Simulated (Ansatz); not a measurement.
## (KF)2(AgCl)2 [001] superlattice, started as rocksalt type: following an unstable mode

Wanted: the energy along a soft mode of (KF)2(AgCl)2 [001] superlattice, started as rocksalt type and the structure at the end.

Method: DFT PBE, scalar-relativistic, plane waves, PAW, in Ansatz 0.2.0.

The structure was built from a prototype and need not be the compound's stable phase.

### Step 1. The structure

The structure is tetragonal, space group P4/nmm (No. 129). Conventional cell: a = 3.834 Å, b = 3.834 Å, c = 11.710 Å, α = 90.00°, β = 90.00°, γ = 90.00°. Nearest to Ag lie 5 Cl at 2.72 to 3.07 Å and 1 F at 2.84 Å. Cl has 5 Ag at 2.72 to 3.07 Å and 1 K at 3.10 Å nearest. Nearest to F lie 5 K at 2.71 Å. K has 5 F at 2.71 Å and 1 Cl at 3.10 Å nearest. Farther neighbours and most contacts between anions are not listed.

### Step 2. Zone-centre response

The cell comes from relaxations at this level that are not shown. The zone centre is the only wavevector solved here; it holds the modes that light can see, as far as symmetry allows. The response to a homogeneous field gives the Born charges and the dielectric tensor, and its change with displacement the Raman tensors.

Input file input.yaml:

```yaml
crystal:
  lattice:
    - [2.7111177634, 2.7111177634, 0.0]
    - [-2.7111177634, 2.7111177634, 0.0]
    - [0.0, 0.0, 11.710229948]
  atoms:
    - { symbol: Ag, position: [0.0, 0.0, 0.4853653471] }
    - { symbol: Ag, position: [0.5, 0.5, 0.7646346529] }
    - { symbol: Cl, position: [0.5, 0.5, 0.502798966] }
    - { symbol: Cl, position: [0.0, 0.0, 0.747201034] }
    - { symbol: F, position: [0.5, 0.5, 0.0071526807] }
    - { symbol: F, position: [0.0, 0.0, 0.2428473193] }
    - { symbol: K, position: [0.0, 0.0, 0.0116078396] }
    - { symbol: K, position: [0.5, 0.5, 0.2383921604] }
kpoints:
  mp_grid: { grid: [8, 8, 2] }
hamiltonian:
  xc: pbe
scf:
  occupations: { method: fixed }
output:
  eigenvalues: true
phonons:
  method: dfpt
  dielectric: true
  rigid_motions: translations
  raman: true
```

The run is started by

```bash
$ ansatz run input.yaml --threads 8 --pin off --max-ram 14336MiB --backend cpu --events-out ev --progress --plain --runs-dir out
```

Numbers of over 12 decimals in the logs are rounded to 6 here.

Log:

```text
Engine: ansatz 0.2.0, x86_64-unknown-linux-gnu
Pseudopotentials: kind: paw
Pseudopotential: Ag, paw, valence charge 19, recommended cutoff 420 eV (normal), Ag.paw.azcp
Pseudopotential: Cl, paw, valence charge 7, recommended cutoff 420 eV (normal), Cl.paw.azcp
Pseudopotential: F, paw, valence charge 7, recommended cutoff 420 eV (normal), F.paw.azcp
Pseudopotential: K, paw, valence charge 9, recommended cutoff 420 eV (normal), K.paw.azcp
Functional definition: PBE
  parameter kappa = 0.804
  parameter beta = 0.066725
  exchange = pbe_x(kappa = kappa, mu = beta*pi^2/3)
  correlation = pbe_c(beta = beta)
Crystal: 8 atoms, lattice volume = 172.144 Å³
Basis set: ecut = 420 eV, 3407 PW (Γ), exchange–correlation on 60×60×160 points (8 copies of the dense FFT grid, shifted against one another)
Bands: 51, of which v1, the nominal top of the filled ones, is band 42 counted from 1 (41 counted from 0)
Symmetry: 16 space group operations
k-points: 42 of 128 (irreducible under 2 space group operations, time reversal used)
Non-local potential: Ag, projectors of the file, l = 0: 3, l = 1: 2, l = 2: 2, l = 3: 1
Non-local potential: Cl, projectors of the file, l = 0: 2, l = 1: 2, l = 2: 2
Non-local potential: F, projectors of the file, l = 0: 2, l = 1: 2, l = 2: 1
Non-local potential: K, projectors of the file, l = 0: 3, l = 1: 2, l = 2: 2
PAW form: soft (Blöchl's): semilocal exchange-correlation on the pseudo side does not see the compensation charge
PAW one-centre angular grid: Ag, 590 points (default); XC on 64 Gauss nodes
PAW one-centre angular grid: Cl, 110 points (default); XC on 64 Gauss nodes
PAW one-centre angular grid: F, 110 points (default); XC on 64 Gauss nodes
PAW one-centre angular grid: K, 110 points (default); XC on 64 Gauss nodes
Initial density: superposition of atomic densities (neutral atoms: chi_scale 0, normalization atom), corrected by the library's trained network
Initial wavefunctions: pseudopotential atomic-orbital guess
Functional: x = pbe(κ = 0.804, μ = 0.219515), c = pbe(β = 0.066725)
SCF iter   1: F=—  HF=-22039.162066 eV  |F-HF|=—  |Δ(HF+E_count)|=         —  Δρ=1.01e-3  dr2=4.32e-3  ethr=1.77e-3  ⟨swp⟩=5.0  Hψ=6772  notcnv=0  defer=286
preconditioner: auto → Resta (q_TF=auto, 2.421 Å⁻¹)  ε∞=4.3  [insulator: Δε(μ)=1.238 eV  Ē_g=12.376 eV  n_scr=48 (ndim 8)  ℏωp=22.6 eV  f_vac=0.106  ε∞_Penn≈4.3]
SCF iter   2: F=—  HF=-22039.162778 eV  |F-HF|=—  |Δ(HF+E_count)|=   7.13e-4  Δρ=5.68e-4  dr2=1.61e-3  ethr=5.14e-6  ⟨swp⟩=3.0  Hψ=3921  notcnv=0  defer=294
SCF iter   3: F=—  HF=-22039.162383 eV  |F-HF|=—  |Δ(HF+E_count)|=   3.96e-4  Δρ=3.96e-4  dr2=5.43e-4  ethr=1.91e-6  ⟨swp⟩=2.0  Hψ=3178  notcnv=0  defer=294
SCF iter   4: F=—  HF=-22039.162201 eV  |F-HF|=—  |Δ(HF+E_count)|=   1.81e-4  Δρ=1.45e-4  dr2=5.73e-5  ethr=6.47e-7  ⟨swp⟩=2.0  Hψ=3346  notcnv=0  defer=293
SCF iter   5: F=—  HF=-22039.162183 eV  |F-HF|=—  |Δ(HF+E_count)|=   1.89e-5  Δρ=8.46e-5  dr2=9.55e-6  ethr=6.83e-8  ⟨swp⟩=2.0  Hψ=3329  notcnv=0  defer=225
SCF iter   6: F=—  HF=-22039.162189 eV  |F-HF|=—  |Δ(HF+E_count)|=   5.90e-6  Δρ=2.42e-5  dr2=1.01e-6  ethr=1.14e-8  ⟨swp⟩=2.0  Hψ=3357  notcnv=0  defer=177
SCF iter   7: F=—  HF=-22039.162193 eV  |F-HF|=—  |Δ(HF+E_count)|=   4.74e-6  Δρ=9.23e-6  dr2=1.62e-7  ethr=1.20e-9  ⟨swp⟩=2.0  Hψ=3753  notcnv=0  defer=158
SCF iter   8: F=—  HF=-22039.162193 eV  |F-HF|=—  |Δ(HF+E_count)|=   1.19e-7  Δρ=2.57e-6  dr2=1.22e-8  ethr=1.93e-10  ⟨swp⟩=2.1  Hψ=3049  notcnv=0  defer=158
SCF iter   9: F=—  HF=-22039.162193 eV  |F-HF|=—  |Δ(HF+E_count)|=   2.31e-8  Δρ=4.48e-7  dr2=4.95e-10  ethr=1.45e-11  ⟨swp⟩=2.0  Hψ=3201  notcnv=0  defer=158
SCF iter  10: F=-22039.162193 eV  HF=-22039.162193 eV  |F-HF|=5.09e-11  |Δ(HF+E_count)|=  7.89e-10  Δρ=1.18e-7  dr2=3.14e-11  ethr=1.00e-12  ⟨swp⟩=15.2  Hψ=13766  notcnv=0
SCF 1 converged in 10 iterations: F = -22039.162193 eV  dr2 = 3.14e-11
  greatest PAW one-centre occupation: 1.000 electrons in one spin orbital (limit 2), on the Ag atom at site 1 (counted from 0), in its partial waves of l = 0
DFPT response loops at Γ: preconditioner auto → Resta (q_TF=auto, 2.421 Å⁻¹)  ε∞=7.0 (no band partly filled); β = 1.00, the filter's whole step (`scf.mixing.beta` (0.50) is not read by the response loops at its default; to damp them type it under 1.00, their step now; it binds the ground state too); Broyden in place of MSR1
── the response to a field inside a basis, on 10×10×4 k-points: an SCF that follows is theirs, and a resumed run solves both again ──
Bands: 43, of which v1, the nominal top of the filled ones, is band 42 counted from 1 (41 counted from 0)
k-points: 30 of 400
Initial density: handed on by an earlier stage of this run
Initial wavefunctions: pseudopotential atomic-orbital guess (no wavefunctions were taken with the density)
Eigensolver: Dense (30 Hₖ)
SCF iter   1: F=—  HF=-22038.794706 eV  |F-HF|=—  |Δ(HF+E_count)|=         —  Δρ=8.01e-4  dr2=3.30e-4  ethr=1.00e-1
preconditioner: auto → Resta (q_TF=auto, 2.421 Å⁻¹)  ε∞=6.5  [insulator: Δε(μ)=1.481 eV  Ē_g=9.633 eV  n_scr=48 (ndim 8)  ℏωp=22.6 eV  f_vac=0.108  ε∞_Penn≈6.5]
SCF iter   2: F=—  HF=-22038.794830 eV  |F-HF|=—  |Δ(HF+E_count)|=   1.24e-4  Δρ=3.69e-4  dr2=8.20e-5  ethr=3.93e-7
SCF iter   3: F=—  HF=-22038.794898 eV  |F-HF|=—  |Δ(HF+E_count)|=   6.87e-5  Δρ=1.55e-4  dr2=1.76e-5  ethr=9.76e-8
SCF iter   4: F=—  HF=-22038.794910 eV  |F-HF|=—  |Δ(HF+E_count)|=   1.19e-5  Δρ=4.74e-5  dr2=3.01e-6  ethr=2.10e-8
SCF iter   5: F=—  HF=-22038.794910 eV  |F-HF|=—  |Δ(HF+E_count)|=   2.38e-7  Δρ=1.46e-5  dr2=3.04e-7  ethr=3.58e-9
SCF iter   6: F=—  HF=-22038.794910 eV  |F-HF|=—  |Δ(HF+E_count)|=   3.21e-7  Δρ=4.25e-6  dr2=4.24e-8  ethr=3.61e-10
SCF iter   7: F=—  HF=-22038.794911 eV  |F-HF|=—  |Δ(HF+E_count)|=   8.41e-8  Δρ=9.44e-7  dr2=3.22e-9  ethr=5.05e-11
SCF iter   8: F=—  HF=-22038.794911 eV  |F-HF|=—  |Δ(HF+E_count)|=   3.20e-9  Δρ=2.08e-7  dr2=3.96e-10  ethr=3.83e-12
SCF iter   9: F=-22038.794911 eV  HF=-22038.794911 eV  |F-HF|=3.64e-12  |Δ(HF+E_count)|=  8.00e-11  Δρ=9.81e-8  dr2=5.00e-11  ethr=1.00e-12
SCF 1 converged in 9 iterations: F = -22038.794911 eV  dr2 = 5.00e-11
DFPT response loops at Γ: preconditioner auto → Resta (q_TF=auto, 2.421 Å⁻¹)  ε∞=6.4 (no band partly filled); β = 1.00, the filter's whole step (`scf.mixing.beta` (0.50) is not read by the response loops at its default; to damp them type it under 1.00, their step now; it binds the ground state too); Broyden in place of MSR1
DFPT response loops at Γ: mixed as the last ones told, above
SCF converged after 10 iterations
Free energy (F): -22039.162193 eV
Harris-Foulkes:  -22039.162193 eV  (|F-HF|=5.09e-11)
[...]
k mesh reduced under 2 symmetry operations, with k and −k counted as one. Each operation leaves every solved perturbation unchanged. A smaller set is not considered because the run solves the response to a homogeneous field
  ASR residual: 5.185e-4 → 0.000e0 eV/Å²; symmetrization residual: 5.337e-6 eV/Å²
  ASR residual per site (eV/Å²): 5.42e-5 5.42e-5 1.41e-4 1.41e-4 4.76e-4 4.76e-4 5.18e-4 5.18e-4
  Γ frequencies (cm⁻¹): -40.68 0.00 0.00 0.00 32.10 32.10 39.19 39.19 40.12 73.43 73.43 115.12 131.76 131.83 131.83 142.70 142.70 160.91 165.34 165.34 168.88 168.88 188.01 207.85
  ε∞ (high-frequency dielectric tensor):
        3.620427     0.000000     0.000000
        0.000000     3.620427     0.000000
        0.000000     0.000000     2.713596
  softest optical mode at Γ: -40.68 cm⁻¹; the repairs (sum rule, projections) moved no ω² at Γ by more than (2.94 cm⁻¹)²
  Born effective charges Z* (e; rows j = field, columns β = displacement):
    site 0:
         1.45904   -0.00000    0.00000
         0.00000    1.45904   -0.00000
         0.00000   -0.00000    0.98354
    site 1:
         1.45904   -0.00000   -0.00000
         0.00000    1.45904    0.00000
        -0.00000   -0.00000    0.98354
    site 2:
        -1.47035    0.00000   -0.00000
        -0.00000   -1.47035   -0.00000
        -0.00000   -0.00000   -0.77336
    site 3:
        -1.47035    0.00000    0.00000
        -0.00000   -1.47035   -0.00000
         0.00000    0.00000   -0.77336
    site 4:
        -1.13167   -0.00000   -0.00000
         0.00000   -1.13167   -0.00000
         0.00000   -0.00000   -1.58551
    site 5:
        -1.13167   -0.00000   -0.00000
         0.00000   -1.13167   -0.00000
         0.00000   -0.00000   -1.58551
    site 6:
         1.14297   -0.00000   -0.00000
         0.00000    1.14297    0.00000
         0.00000   -0.00000    1.37532
    site 7:
         1.14297   -0.00000    0.00000
         0.00000    1.14297   -0.00000
         0.00000   -0.00000    1.37532
  Z* charge neutrality: 2.190e-2 e pre-enforcement
  solved inside a basis spanned on kpoints, on 10×10×4 k-points: ε∞ is read to err by 1.8e-2, Z* by 2.4e-2 e (field_mesh: kpoints solves on kpoints); Z* is corrected for what the basis lacks
  Raman tensors (in the event stream and the table raman_tensors.tsv): an entry may err by 3.6e-1 Å², one of the second-order susceptibility by 3.2e-18 pm/V (basis, points and sum rule); their sum over the sites missed zero by 1.110e-16 Å² ahead of its enforcement
  optical modes at Γ without the LO–TO term, one row a degenerate level:
      ω (cm⁻¹)  modes    IR ((D/Å)²/amu)  static Raman (Å⁴/amu)  depolarisation
        -40.68      1             2.7170                 0.0000               —
         32.10      2             0.0000                 0.0363           0.750
         39.19      2             0.0127                 0.0000               —
         40.12      1             0.0000                 0.0831           0.002
         73.43      2             0.0000                 0.0375           0.750
        115.12      1             0.0000                 2.9498           0.483
        131.76      1             1.3185                 0.0000               —
        131.83      2             9.1277                 0.0000               —
        142.70      2             0.0000                 0.4722           0.750
        160.91      1             0.0000                 1.1904           0.533
        165.34      2             7.6129                 0.0000               —
        168.88      2             0.0000                 0.1296           0.750
        188.01      1             5.4943                 0.0000               —
        207.85      1             0.0000                 2.6768           0.000
  optical modes at Γ + LO–TO along q̂ = [1.0000, 0.0000, 0.0000]:
      ω (cm⁻¹)  modes    IR ((D/Å)²/amu)  static Raman (Å⁴/amu)  depolarisation
        -40.68      1             2.7170                 0.0000               —
         32.10      2             0.0000                 0.0363           0.750
         39.19      1             0.0064                 0.0000               —
         39.31      1             0.0010                 0.0000               —
         40.12      1             0.0000                 0.0831           0.002
         73.43      2             0.0000                 0.0375           0.750
        115.12      1             0.0000                 2.9498           0.483
        131.76      1             1.3185                 0.0000               —
        131.83      1             4.5638                 0.0000               —
        142.70      2             0.0000                 0.4722           0.750
        148.15      1             0.2442                 0.0000               —
        160.91      1             0.0000                 1.1904           0.533
        165.34      1             3.8065                 0.0000               —
        168.88      2             0.0000                 0.1296           0.750
        188.01      1             5.4943                 0.0000               —
        207.85      1             0.0000                 2.6768           0.000
        226.77      1             8.1314                 0.0000               —
  optical modes at Γ + LO–TO along q̂ = [0.0000, 1.0000, 0.0000]:
      ω (cm⁻¹)  modes    IR ((D/Å)²/amu)  static Raman (Å⁴/amu)  depolarisation
        -40.68      1             2.7170                 0.0000               —
         32.10      2             0.0000                 0.0363           0.750
         39.19      1             0.0064                 0.0000               —
         39.31      1             0.0010                 0.0000               —
         40.12      1             0.0000                 0.0831           0.002
         73.43      2             0.0000                 0.0375           0.750
        115.12      1             0.0000                 2.9498           0.483
        131.76      1             1.3185                 0.0000               —
        131.83      1             4.5638                 0.0000               —
        142.70      2             0.0000                 0.4722           0.750
        148.15      1             0.2442                 0.0000               —
        160.91      1             0.0000                 1.1904           0.533
        165.34      1             3.8065                 0.0000               —
        168.88      2             0.0000                 0.1296           0.750
        188.01      1             5.4943                 0.0000               —
        207.85      1             0.0000                 2.6768           0.000
        226.77      1             8.1314                 0.0000               —
  optical modes at Γ + LO–TO along q̂ = [0.0000, 0.0000, 1.0000]:
      ω (cm⁻¹)  modes    IR ((D/Å)²/amu)  static Raman (Å⁴/amu)  depolarisation
         32.10      2             0.0000                 0.0363           0.750
         39.19      2             0.0127                 0.0000               —
         40.12      1             0.0000                 0.0831           0.002
         62.25      1             0.4719                 0.0000               —
         73.43      2             0.0000                 0.0375           0.750
        115.12      1             0.0000                 2.9498           0.483
        131.83      2             9.1277                 0.0000               —
        142.25      1             0.2536                 0.0000               —
        142.70      2             0.0000                 0.4722           0.750
        160.91      1             0.0000                 1.1904           0.533
        165.34      2             7.6129                 0.0000               —
        168.88      2             0.0000                 0.1296           0.750
        207.85      1             0.0000                 2.6768           0.000
        265.43      1             8.8045                 0.0000               —
[key lines of the parts left out:]
Fermi energy:    5.441502 eV
```

The job ended after 3.7 min (8 threads of Intel Xeon Platinum 8275CL at 3.00GHz (Skylake/Cascade Lake), shared host; peak memory 2.8 GiB; 26 min of CPU time).

In the SCF lines HF is the Harris–Foulkes energy and dr2 the Hartree energy of the density residual, in eV; the loop may stop once dr2 is under the threshold and the program's other checks hold. Hψ counts applications of the Hamiltonian.

Numbers from this step:

```
gap on the k-mesh                                       : 1.212 eV
volume per atom                                         : 21.52 Å³
sum-rule residual before enforcement                    : 5.18e-4 eV/Å²
miss of the charge sum rule                             : 0.02190 e
estimated error of the dielectric tensor                : 0.01803
estimated error of the Born charges                     : 0.02429 e
point group                                             : 4/mmm
highest optical mode at the zone centre (no LO-TO term) : 207.8 cm⁻¹
lowest optical zone-centre mode                         : -40.68 cm⁻¹
mean high-frequency dielectric constant                 : 3.318
largest Born charge (third of the trace)                : 1.301 e
top of the zone-centre spectrum with the field          : 265.4 cm⁻¹
```

Without the LO-TO term. Patterns of degenerate modes are one choice out of their space. Modes at Γ, with each element's share of the kinetic energy (negative means imaginary):

```
mode  frequency (cm⁻¹)      symmetry  Ag %  Cl %  F %  K %
   1             -40.7           A2u    42    11   35   12
   2               0.0      acoustic    54    18    9   19
   3               0.0      acoustic    54    18    9   19
   4               0.0      acoustic    54    18    9   19
   5              32.1            Eg    80    18    1    1
   6              32.1            Eg    80    18    1    1
   7              39.2            Eu    23     6   20   52
   8              39.2            Eu    23     6   20   52
   9              40.1           A1g    99     1    0    0
  10              73.4            Eg     2     0   27   71
  11              73.4            Eg     2     0   27   71
  12             115.1           A1g     1    54    6   40
  13             131.8  not assigned     0    65    3   32
  14             131.8  not assigned    24    75    1    0
  15             131.8  not assigned    24    75    1    0
  16             142.7            Eg    18    80    1    1
  17             142.7            Eg    18    80    1    1
  18             160.9           A1g     0    38   38   24
  19             165.3            Eu     0     1   70   28
  20             165.3            Eu     0     1   70   28
  21             168.9            Eg     0     1   72   27
  22             168.9            Eg     0     1   72   27
  23             188.0           A2u     4     6   53   37
  24             207.8           A1g     0     7   57   36
```

Displacements in mode 1 (-40.7 cm⁻¹), the largest set to 1:
```
Ag1  0.00  0.00  0.46
Ag2  0.00  0.00  0.46
Cl3  0.00  0.00 -0.41
Cl4  0.00  0.00 -0.41
F5   0.00  0.00 -1.00
F6   0.00  0.00 -1.00
K7   0.00  0.00 -0.41
K8   0.00  0.00 -0.41
```

Displacements in mode 19 (165.3 cm⁻¹), the largest set to 1:
```
Ag1  0.01  0.00  0.00
Ag2  0.01  0.00  0.00
Cl3 -0.09  0.00  0.00
Cl4 -0.09  0.00  0.00
F5   1.00  0.00  0.00
F6   1.00  0.00  0.00
K7  -0.44  0.00  0.00
K8  -0.44  0.00  0.00
```

Before it was imposed, the acoustic sum rule was missed by 5.2e-4 eV/Å² and the charge sum rule by 0.022 e. Small misses are needed for a sound result but don't prove that mesh and cutoff are converged. The lowest optical mode is imaginary, 40.7i cm⁻¹, so the energy falls along it.

(Part 1 of 4 ends here.)

[Logs are printed without paths, hosts, clocks, repeated set-up lines and the standing remarks that a program may print on its own settings, such as how far it seeks lower states.]

[Hosts, paths, dates, database ids (printed as entryN), source tags and the programs' standing remarks are cut or masked in the printed files.]
